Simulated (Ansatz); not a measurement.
# F on Mo(100): change of the work function, part 2 of 4

Aim: the work function of Mo(100) at several coverages of F (hollow site), and the dipole that each adsorbate carries.

Ansatz 0.2.0; plane-wave DFT, PBE, Ansatz PAW.

So far, work function, upper face (eV): step 2 (the clean slab) 3.83.

## Step 3: Adsorbate added, k-mesh 4×4×1, coverage 0.111 ML

System of this step: Mo36F (F/Mo(100)). The cell holds 37 atoms: 36 Mo and 1 F. Its edges and angles: a = 9.450 Å, b = 9.450 Å, c = 23.199 Å, α = 90.0°, β = 90.0°, γ = 90.0°. Vacuum lies along c.

The clean slab as it ended is repeated in the plane and the adsorbate is set on one face; the cell's size fixes the coverage, and the k-mesh shrinks with it to keep the sampling density about even. Adsorbate and upper layers relax, since the dipole depends on the height.

Contents of input.yaml:

```yaml
crystal:
  lattice:
    - [9.45, 0.0, 0.0]
    - [0.0, 9.45, 0.0]
    - [0.0, 0.0, 23.1988362761]
  atoms:
    - { symbol: Mo, position: [0.1666666667, 0.1666666667, 0.3879504943] }
    - { symbol: Mo, position: [0.0, 0.0, 0.4558418308] }
    - { symbol: Mo, position: [0.1666666667, 0.1666666667, 0.5266200292] }
    - { symbol: Mo, position: [0.0, 0.0, 0.5861861394] }
    - { symbol: Mo, position: [0.1666666667, 0.5, 0.3879504943] }
    - { symbol: Mo, position: [0.0, 0.3333333333, 0.4558418308] }
    - { symbol: Mo, position: [0.1666666667, 0.5, 0.5266200292] }
    - { symbol: Mo, position: [0.0, 0.3333333333, 0.5861861394] }
    - { symbol: Mo, position: [0.1666666667, 0.8333333333, 0.3879504943] }
    - { symbol: Mo, position: [0.0, 0.6666666667, 0.4558418308] }
    - { symbol: Mo, position: [0.1666666667, 0.8333333333, 0.5266200292] }
    - { symbol: Mo, position: [0.0, 0.6666666667, 0.5861861394] }
    - { symbol: Mo, position: [0.5, 0.1666666667, 0.3879504943] }
    - { symbol: Mo, position: [0.3333333333, 0.0, 0.4558418308] }
    - { symbol: Mo, position: [0.5, 0.1666666667, 0.5266200292] }
    - { symbol: Mo, position: [0.3333333333, 0.0, 0.5861861394] }
    - { symbol: Mo, position: [0.5, 0.5, 0.3879504943] }
    - { symbol: Mo, position: [0.3333333333, 0.3333333333, 0.4558418308] }
    - { symbol: Mo, position: [0.5, 0.5, 0.5266200292] }
    - { symbol: Mo, position: [0.3333333333, 0.3333333333, 0.5861861394] }
    - { symbol: Mo, position: [0.5, 0.8333333333, 0.3879504943] }
    - { symbol: Mo, position: [0.3333333333, 0.6666666667, 0.4558418308] }
    - { symbol: Mo, position: [0.5, 0.8333333333, 0.5266200292] }
    - { symbol: Mo, position: [0.3333333333, 0.6666666667, 0.5861861394] }
    - { symbol: Mo, position: [0.8333333333, 0.1666666667, 0.3879504943] }
    - { symbol: Mo, position: [0.6666666667, 0.0, 0.4558418308] }
    - { symbol: Mo, position: [0.8333333333, 0.1666666667, 0.5266200292] }
    - { symbol: Mo, position: [0.6666666667, 0.0, 0.5861861394] }
    - { symbol: Mo, position: [0.8333333333, 0.5, 0.3879504943] }
    - { symbol: Mo, position: [0.6666666667, 0.3333333333, 0.4558418308] }
    - { symbol: Mo, position: [0.8333333333, 0.5, 0.5266200292] }
    - { symbol: Mo, position: [0.6666666667, 0.3333333333, 0.5861861394] }
    - { symbol: Mo, position: [0.8333333333, 0.8333333333, 0.3879504943] }
    - { symbol: Mo, position: [0.6666666667, 0.6666666667, 0.4558418308] }
    - { symbol: Mo, position: [0.8333333333, 0.8333333333, 0.5266200292] }
    - { symbol: Mo, position: [0.6666666667, 0.6666666667, 0.5861861394] }
    - { symbol: F, position: [0.1666666667, 0.1666666667, 0.6120495057] }
kpoints:
  mp_grid: { grid: [4, 4, 1] }
hamiltonian:
  xc: pbe
scf:
  occupations: { method: fermi_dirac, width: 0.1 }
  convergence: { dr2_threshold: 1.0e-08 }
efield:
  axis: 3
  dipole_correction: true
  ramp_position: 0.97
  ramp_width: 0.06
relax:
  f_tol: 0.02
  max_steps: 60
  constraints:
    - { sites: [0, 1, 4, 5, 8, 9, 12, 13, 16, 17, 20, 21, 24, 25, 28, 29, 32, 33] }
output:
  write_potential: true
  write_density: true
  volumetric_format: npy
```

Command:

```bash
ansatz run input.yaml --threads 4 --pin off --max-ram 16384MiB --backend cpu --events-out ev --progress --plain --runs-dir out
```

The program printed:

```text
[...]
Crystal: 37 atoms, lattice volume = 2071.714 Å³
Basis set: ecut = 420 eV, 40517 PW (Γ), exchange–correlation on 128×128×320 points (8 copies of the dense FFT grid, shifted against one another)
Bands: 307, of which v1, the nominal top of the filled ones, is band 256 counted from 1 (255 counted from 0)
Symmetry: 8 space group operations
[...]
k-points: 6 of 16
[...]
SCF iter   1: F=—  HF=-179188.160957 eV  |F-HF|=—  |Δ(HF+E_count)|=         —  Δρ=7.79e-3  dr2=6.51e0  ethr=1.77e-3  p=0.031 e·Å  D=2.67e-3 V/Å  ΔV_dip=-0.06 eV  dr2_dipole=1.45e0  V_vac-E_F(+/−)=4.05/4.11 eV  ⟨swp⟩=10.2  Hψ=9239  notcnv=0
[...]
SCF iter  11: F=-179187.852284 eV  HF=-179187.852284 eV  |F-HF|=9.40e-9  |Δ(HF+E_count)|=   2.55e-8  Δρ=3.05e-7  dr2=3.34e-9  ethr=1.96e-12  p=0.074 e·Å  D=6.48e-3 V/Å  ΔV_dip=-0.15 eV  dr2_dipole=4.35e-13  V_vac-E_F(+/−)=3.71/3.86 eV  ⟨swp⟩=11.3  Hψ=13044  notcnv=0
SCF 1 converged in 11 iterations: F = -179187.852284 eV  dr2 = 3.34e-9
[...]
relax step   1: F+E_penalty+E_count = -179187.85228364 eV  Δ(F+E_penalty+E_count) = +0.000e0 eV  max|allowed force component| = 4.285e0 eV/Å  Δτ_max = 0.0000 Å  (11 SCF iters, accepted)
[...]
SCF iter  10: F=-179188.427799 eV  HF=-179188.427799 eV  |F-HF|=1.27e-8  |Δ(HF+E_count)|=   6.43e-8  Δρ=4.47e-7  dr2=6.80e-9  ethr=1.96e-12  p=0.058 e·Å  D=5.10e-3 V/Å  ΔV_dip=-0.12 eV  dr2_dipole=1.31e-10  V_vac-E_F(+/−)=3.74/3.86 eV  ⟨swp⟩=11.5  Hψ=13128  notcnv=0
SCF 2 converged in 10 iterations: F = -179188.427799 eV  dr2 = 6.80e-9
relax step   2: F+E_penalty+E_count = -179188.42779936 eV  Δ(F+E_penalty+E_count) = -5.755e-1 eV  max|allowed force component| = 1.832e0 eV/Å  Δτ_max = 0.1764 Å  (10 SCF iters, accepted)
SCF iter   1: F=—  HF=-179188.750363 eV  |F-HF|=—  |Δ(HF+E_count)|=         —  Δρ=3.84e-3  dr2=1.47e0  ethr=1.59e-3  p=0.058 e·Å  D=5.10e-3 V/Å  ΔV_dip=-0.12 eV  dr2_dipole=3.19e-1  V_vac-E_F(+/−)=3.76/3.88 eV  ⟨swp⟩=4.5  Hψ=4400  notcnv=0
[...]
SCF iter  11: F=-179188.674175 eV  HF=-179188.674175 eV  |F-HF|=7.16e-9  |Δ(HF+E_count)|=   1.88e-8  Δρ=1.81e-7  dr2=1.39e-9  ethr=1.96e-12  p=0.025 e·Å  D=2.21e-3 V/Å  ΔV_dip=-0.05 eV  dr2_dipole=1.64e-12  V_vac-E_F(+/−)=3.81/3.86 eV  ⟨swp⟩=9.5  Hψ=11588  notcnv=0
SCF 3 converged in 11 iterations: F = -179188.674175 eV  dr2 = 1.39e-9
relax step   3: F+E_penalty+E_count = -179188.67417520 eV  Δ(F+E_penalty+E_count) = -2.464e-1 eV  max|allowed force component| = 6.891e-1 eV/Å  Δτ_max = 0.2000 Å  (11 SCF iters, accepted)
[... from here on, the SCF cycles and remarks between the steps are left out ...]
relax step   4: F+E_penalty+E_count = -179188.77185861 eV  Δ(F+E_penalty+E_count) = -9.768e-2 eV  max|allowed force component| = 3.134e-1 eV/Å  Δτ_max = 0.1248 Å  (10 SCF iters, accepted)
relax step   5: F+E_penalty+E_count = -179188.90302699 eV  Δ(F+E_penalty+E_count) = -1.312e-1 eV  max|allowed force component| = 2.541e-1 eV/Å  Δτ_max = 0.1925 Å  (10 SCF iters, accepted)
relax step   6: F+E_penalty+E_count = -179189.01444899 eV  Δ(F+E_penalty+E_count) = -1.114e-1 eV  max|allowed force component| = 2.603e-1 eV/Å  Δτ_max = 0.1952 Å  (10 SCF iters, accepted)
relax step   7: F+E_penalty+E_count = -179189.09474008 eV  Δ(F+E_penalty+E_count) = -8.029e-2 eV  max|allowed force component| = 3.672e-1 eV/Å  Δτ_max = 0.1720 Å  (11 SCF iters, accepted)
relax step   8: F+E_penalty+E_count = -179189.15502141 eV  Δ(F+E_penalty+E_count) = -6.028e-2 eV  max|allowed force component| = 3.431e-1 eV/Å  Δτ_max = 0.1712 Å  (10 SCF iters, accepted)
relax step   9: F+E_penalty+E_count = -179189.17958547 eV  Δ(F+E_penalty+E_count) = -2.456e-2 eV  max|allowed force component| = 1.462e-1 eV/Å  Δτ_max = 0.0657 Å  (9 SCF iters, accepted)
relax step  10: F+E_penalty+E_count = -179189.17868192 eV  Δ(F+E_penalty+E_count) = +9.035e-4 eV  max|allowed force component| = 1.396e-1 eV/Å  Δτ_max = 0.0294 Å  (9 SCF iters, rejected (line search))
SCF iter   1: F=—  HF=-179189.183500 eV  |F-HF|=—  |Δ(HF+E_count)|=         —  Δρ=8.24e-4  dr2=3.17e-2  ethr=6.43e-5  p=-0.027 e·Å  D=-2.32e-3 V/Å  ΔV_dip=0.05 eV  dr2_dipole=3.42e-4  V_vac-E_F(+/−)=3.92/3.87 eV  ⟨swp⟩=2.0  Hψ=3139  notcnv=0
[...]
SCF iter   9: F=-179189.182934 eV  HF=-179189.182934 eV  |F-HF|=3.52e-9  |Δ(HF+E_count)|=   3.40e-8  Δρ=2.29e-7  dr2=2.67e-9  ethr=1.96e-12  p=-0.028 e·Å  D=-2.45e-3 V/Å  ΔV_dip=0.06 eV  dr2_dipole=1.72e-11  V_vac-E_F(+/−)=3.92/3.87 eV  ⟨swp⟩=10.3  Hψ=12315  notcnv=0
SCF 11 converged in 9 iterations: F = -179189.182934 eV  dr2 = 2.67e-9
relax step  11: F+E_penalty+E_count = -179189.18293366 eV  Δ(F+E_penalty+E_count) = -3.348e-3 eV  max|allowed force component| = 8.138e-3 eV/Å  Δτ_max = 0.0147 Å  (9 SCF iters, accepted)
NSCF: frozen V_eff on 6 k-points
[...]
SCF converged after 9 iterations
Free energy (F): -179189.182934 eV
[...]
Internal energy: -179187.750063 eV  (E = F + TS)
E sigma→0 (E₀):  -179188.466499 eV
Entropy (-TS):   -1.432870 eV (-38.726 meV/atom)
Fermi energy:    2.970719 eV
Dipole field:    D = -0.002453 V/Å  (p = -0.028080 e·Å, saw-weighted, corrected)
Work function:   Φ+ = 3.9248 eV   Φ− = 3.8680 eV
[...]
--- Forces (eV/Å), atoms counted from 1 ---
  atom   1  Mo    -0.00000000     0.00000000     1.46626852
  atom   2  Mo    -0.22373163    -0.22373163    -1.64860973
  atom   3  Mo    -0.00000000     0.00000000     0.00813798
  atom   4  Mo    -0.00127652    -0.00127652     0.00212657
  atom   5  Mo     0.00000000     0.05524867     1.64828747
  atom   6  Mo    -0.22373163     0.22373163    -1.64860973
  atom   7  Mo     0.00000000     0.00445614     0.00067889
  atom   8  Mo    -0.00127652     0.00127652     0.00212657
  atom   9  Mo     0.00000000    -0.05524867     1.64828747
  atom  10  Mo     0.02573968     0.00000000    -1.64441817
  atom  11  Mo     0.00000000    -0.00445614     0.00067889
  atom  12  Mo     0.00000796     0.00000000     0.00307091
  atom  13  Mo     0.05524867     0.00000000     1.64828747
  atom  14  Mo     0.22373163    -0.22373163    -1.64860973
  atom  15  Mo     0.00445614     0.00000000     0.00067889
  atom  16  Mo     0.00127652    -0.00127652     0.00212657
  atom  17  Mo     0.03479854     0.03479854     1.73156393
  atom  18  Mo     0.22373163     0.22373163    -1.64860973
  atom  19  Mo    -0.00054227    -0.00054227    -0.00420248
  atom  20  Mo     0.00127652     0.00127652     0.00212657
  atom  21  Mo     0.03479854    -0.03479854     1.73156393
  atom  22  Mo    -0.02573968     0.00000000    -1.64441817
  atom  23  Mo    -0.00054227     0.00054227    -0.00420248
  atom  24  Mo    -0.00000796     0.00000000     0.00307091
  atom  25  Mo    -0.05524867     0.00000000     1.64828747
  atom  26  Mo     0.00000000     0.02573968    -1.64441817
  atom  27  Mo    -0.00445614     0.00000000     0.00067889
  atom  28  Mo     0.00000000     0.00000796     0.00307091
  atom  29  Mo    -0.03479854     0.03479854     1.73156393
  atom  30  Mo     0.00000000    -0.02573968    -1.64441817
  atom  31  Mo     0.00054227    -0.00054227    -0.00420248
  atom  32  Mo     0.00000000    -0.00000796     0.00307091
  atom  33  Mo    -0.03479854    -0.03479854     1.73156393
  atom  34  Mo    -0.00000000     0.00000000    -1.83666464
  atom  35  Mo     0.00054227     0.00054227    -0.00420248
  atom  36  Mo     0.00000000     0.00000000     0.00521444
  atom  37  F     -0.00000000     0.00000000     0.00303307
  max |Σ_I F_I| component: 2.11e-5 eV/Å
--- Band table (eV; the first three rows and the last of 6) ---
  k-point 0: bands = [... 252 lower, 2.8070, 2.8231, 2.8903, 2.8903, 2.9212, 3.0526, 3.2181, 3.2181, ... 47 higher]
  k-point 1: bands = [... 252 lower, 2.7948, 2.9432, 2.9510, 3.0001, 3.0304, 3.0641, 3.1052, 3.1385, ... 47 higher]
  k-point 2: bands = [... 252 lower, 2.8272, 2.8426, 2.8705, 2.9050, 2.9296, 3.1080, 3.1299, 3.2175, ... 47 higher]
  k-point 5: bands = [... 252 lower, 2.8200, 2.8638, 2.8670, 2.9573, 2.9599, 2.9599, 3.1381, 3.1581, ... 47 higher]
--- Relaxed structure (11 steps of the walk, 10 accepted, 0 SCFs on fresh bases) ---
  F+E_penalty+E_count = -179189.18293366 eV   max|allowed force component| = 8.138e-3 eV/Å
  atoms:
    - { symbol: Mo, position: [0.166667, 0.166667, 0.387950] }
    - { symbol: Mo, position: [1.666666e-11, 1.666666e-11, 0.455842] }
    - { symbol: Mo, position: [0.166667, 0.166667, 0.520653] }
    - { symbol: Mo, position: [0.013626, 0.013626, 0.588211] }
    - { symbol: Mo, position: [0.166667, 0.500000, 0.387950] }
    - { symbol: Mo, position: [1.666666e-11, 0.333333, 0.455842] }
    - { symbol: Mo, position: [0.166667, 0.500825, 0.526709] }
    - { symbol: Mo, position: [0.013626, 0.319708, 0.588211] }
    - { symbol: Mo, position: [0.166667, 0.833333, 0.387950] }
    - { symbol: Mo, position: [1.666666e-11, 0.666667, 0.455842] }
    - { symbol: Mo, position: [0.166667, 0.832508, 0.526709] }
    - { symbol: Mo, position: [-0.00570042, 0.666667, 0.585996] }
    - { symbol: Mo, position: [0.500000, 0.166667, 0.387950] }
    - { symbol: Mo, position: [0.333333, 1.666666e-11, 0.455842] }
    - { symbol: Mo, position: [0.500825, 0.166667, 0.526709] }
    - { symbol: Mo, position: [0.319708, 0.013626, 0.588211] }
    - { symbol: Mo, position: [0.500000, 0.500000, 0.387950] }
    - { symbol: Mo, position: [0.333333, 0.333333, 0.455842] }
    - { symbol: Mo, position: [0.499112, 0.499112, 0.526958] }
    - { symbol: Mo, position: [0.319708, 0.319708, 0.588211] }
    - { symbol: Mo, position: [0.500000, 0.833333, 0.387950] }
    - { symbol: Mo, position: [0.333333, 0.666667, 0.455842] }
    - { symbol: Mo, position: [0.499112, 0.834221, 0.526958] }
    - { symbol: Mo, position: [0.339034, 0.666667, 0.585996] }
    - { symbol: Mo, position: [0.833333, 0.166667, 0.387950] }
    - { symbol: Mo, position: [0.666667, 1.666666e-11, 0.455842] }
    - { symbol: Mo, position: [0.832508, 0.166667, 0.526709] }
    - { symbol: Mo, position: [0.666667, -0.00570042, 0.585996] }
    - { symbol: Mo, position: [0.833333, 0.500000, 0.387950] }
    - { symbol: Mo, position: [0.666667, 0.333333, 0.455842] }
    - { symbol: Mo, position: [0.834221, 0.499112, 0.526958] }
    - { symbol: Mo, position: [0.666667, 0.339034, 0.585996] }
    - { symbol: Mo, position: [0.833333, 0.833333, 0.387950] }
    - { symbol: Mo, position: [0.666667, 0.666667, 0.455842] }
    - { symbol: Mo, position: [0.834221, 0.834221, 0.526958] }
    - { symbol: Mo, position: [0.666667, 0.666667, 0.585231] }
    - { symbol: F, position: [0.166667, 0.166667, 0.650189] }
```

Elapsed: 27 min, on 4 threads of Arm Neoverse V1, shared host; peak memory 11 GiB.

This run has no spin polarisation although its electron count is odd.

Step by step:

```tsv
step	energy less that of the first step (eV)	largest force component (eV/Å)
1	0.0000	4.2847
2	-0.5755	1.8320
3	-0.8219	0.6891
4	-0.9196	0.3134
5	-1.0507	0.2541
6	-1.1622	0.2603
7	-1.2425	0.3672
8	-1.3027	0.3431
9	-1.3273	0.1462
10	-1.3264	0.1396
11	-1.3307	0.0081
```

Relaxation step 10 was tried and not accepted.

Forces are held to the 8 operations that the program found; a distortion that breaks them can't arise in this run.

The atoms that moved most (Å):

```tsv
atom	dx	dy	dz	length
F37	0.000	0.000	0.885	0.885
Mo20	-0.129	-0.129	0.047	0.188
Mo16	-0.129	0.129	0.047	0.188
Mo8	0.129	-0.129	0.047	0.188
Mo4	0.129	0.129	0.047	0.188
Mo3	0.000	0.000	-0.138	0.138
Mo28	0.000	-0.054	-0.004	0.054
Mo12	-0.054	0.000	-0.004	0.054
```

Final coordinates:

```
Mo F
1.0
     9.45000    0.00000    0.00000
     0.00000    9.45000    0.00000
     0.00000    0.00000   23.19884
Mo F
36 1
Direct
  0.16667 0.16667 0.38795
  0.00000 0.00000 0.45584
  0.16667 0.16667 0.52065
  0.01363 0.01363 0.58821
  0.16667 0.50000 0.38795
  0.00000 0.33333 0.45584
  0.16667 0.50083 0.52671
  0.01363 0.31971 0.58821
  0.16667 0.83333 0.38795
  0.00000 0.66667 0.45584
  0.16667 0.83251 0.52671
  0.99430 0.66667 0.58600
  0.50000 0.16667 0.38795
  0.33333 0.00000 0.45584
  0.50083 0.16667 0.52671
  0.31971 0.01363 0.58821
  0.50000 0.50000 0.38795
  0.33333 0.33333 0.45584
  0.49911 0.49911 0.52696
  0.31971 0.31971 0.58821
  0.50000 0.83333 0.38795
  0.33333 0.66667 0.45584
  0.49911 0.83422 0.52696
  0.33903 0.66667 0.58600
  0.83333 0.16667 0.38795
  0.66667 0.00000 0.45584
  0.83251 0.16667 0.52671
  0.66667 0.99430 0.58600
  0.83333 0.50000 0.38795
  0.66667 0.33333 0.45584
  0.83422 0.49911 0.52696
  0.66667 0.33903 0.58600
  0.83333 0.83333 0.38795
  0.66667 0.66667 0.45584
  0.83422 0.83422 0.52696
  0.66667 0.66667 0.58523
  0.16667 0.16667 0.65019
```

Numbers from this step:

- energy at zero smearing: -179188.4665 eV
- work function, upper face: 3.925 eV
- work function, lower face: 3.868 eV
- dipole along the normal: -0.02808 e·Å
- step between the vacuum levels: 0.05690 eV

Running mean over 1.575 Å of the planar mean; the ramp of the sawtooth is left out. Electron's electrostatic potential energy less the Fermi level against z:

```tsv
z (Å)	electron's electrostatic potential energy less the Fermi level (eV)
3	3.87
4	3.87
5	3.86
6	3.78
7	3.14
8	-2.54
9	-11.4
10	-12.3
11	-12.2
12	-12.7
13	-14.2
14	-9.54
15	0.529
16	3.46
17	3.89
18	3.92
19	3.92
20	3.92
```

The relaxation took 11 steps and lowered the energy by 1.3 eV; the largest force on the free atoms ends at 0.0081 eV/Å.

The covered face has 3.92 eV, +0.09 eV against the clean one; the bare back face has moved by +0.01 eV, a measure of how thin the slab is.

(Continued in part 3 of 4.)

[Long decimals in the printed logs are rounded to 6 places.]

[Logs are printed without paths, hosts, clocks, repeated set-up lines and the standing remarks that a program may print on its own settings, such as how far it seeks lower states.]

[Hosts, paths, dates, database ids (printed as entryN), source tags and the programs' standing remarks are cut or masked in the printed files.]

[Maps of the electrostatic potential energy from Ansatz leave out the sawtooth potential of an applied field or a dipole correction, so their vacuum need not be flat; planar profiles and work functions include it.]
